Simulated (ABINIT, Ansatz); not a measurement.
**Quasiparticle gap of CsSrF3 (Pm-3m) in ABINIT**

It takes space group Pm-3m (No. 221, cubic). Conventional cell: a = 4.763 Å, b = 4.763 Å, c = 4.763 Å, α = 90.00°, β = 90.00°, γ = 90.00°. Cs has 12 F at 3.37 Å nearest. Nearest to Sr lie 6 F at 2.38 Å. Nearest to F lie 2 Sr at 2.38 Å and 4 Cs at 3.37 Å. Farther neighbours, and contacts between anions beyond the nearest, are not listed.

```
Cs Sr F
1.0
     4.76325    0.00000    0.00000
     0.00000    4.76325    0.00000
     0.00000    0.00000    4.76325
Cs Sr F
1 1 3
Direct
  0.00000 0.00000 0.00000
  0.50000 0.50000 0.50000
  0.00000 0.50000 0.50000
  0.50000 0.00000 0.50000
  0.50000 0.50000 0.00000
```

```yaml
method: RPA screening on LDA, plane waves, norm-conserving pseudopotentials (and 2 further levels or steps)
program: ABINIT 10.8.3
settings: cutoff 36 Ha, PseudoDojo scalar-relativistic 0.4.1 standard, norm-conserving, ngkpt (2, 2, 2), nband 195, ecuteps 6.5 Ha, inclvkb 2, shiftk (0, 0, 0), symchi 1, awtr 1, frequency ppm, 2×2×2 k-mesh
cost: 5 runs, 8 min in all on 4 MPI ranks of Intel Xeon Platinum 8259CL at 2.50GHz (Skylake/Cascade Lake), shared host
notes: The cell and positions are those that the Materials Project relaxed with its own functionals (PBE, PBE+U or r2SCAN), kept fixed. Limits: no spin-orbit coupling. The 2×2×2 mesh is coarse for this cell, which bears on the long-range parts of exchange and screening.
lda_gap: 6.08 eV, direct
g0w0_gap_on_the_mesh: 9.45 eV
gw_settings: 2×2×2 mesh, 195 bands, screening to 176.9 eV, Godby-Needs plasmon pole
known_limits: short of the basis limit; no spin-orbit coupling; coarse k mesh
```

G0W0 moves the gap on the mesh from 6.08 eV to 9.45 eV (+3.37 eV), with Z of 0.79 and 0.89 at the edges. Local fields lower the RPA ε∞ on this mesh from 2.54 to 2.27; a Γ-centred mesh this coarse tends to raise both, most where the direct gap is narrow, while a short band sum lowers them.

[Long decimals in the printed logs are rounded to 6 places.]

[Logs are printed without paths, hosts, clocks, repeated set-up lines and the standing remarks that a program may print on its own settings, such as how far it seeks lower states.]

[Paths, hosts, dates, memory and timing lines, banners, echoed tables and standing remarks are left out of the program output; an Ansatz launch command may be rebuilt from the run's recorded settings. Measured values are a selection of at most five: reports struck by readers or far from the other reports are left out. None is set beside runs whose start may be inverted or whose files or cutoffs have a known fault.]

[Runs of the session that timed out or met a known fault of the program may be left out.]

[Hosts, paths, dates, database ids (printed as entryN), source tags and the programs' standing remarks are cut or masked in the printed files.]

[G0W0 gaps are taken among the corrected bands and points alone; a level outside them can change the order at an edge.]

[Where Ansatz stands beside ABINIT at settings called matched, ABINIT's density can come from a denser mesh and the files from another edition; pairs whose starting gaps differed by over 0.03 eV were left out, so agreement reads better than it is.]
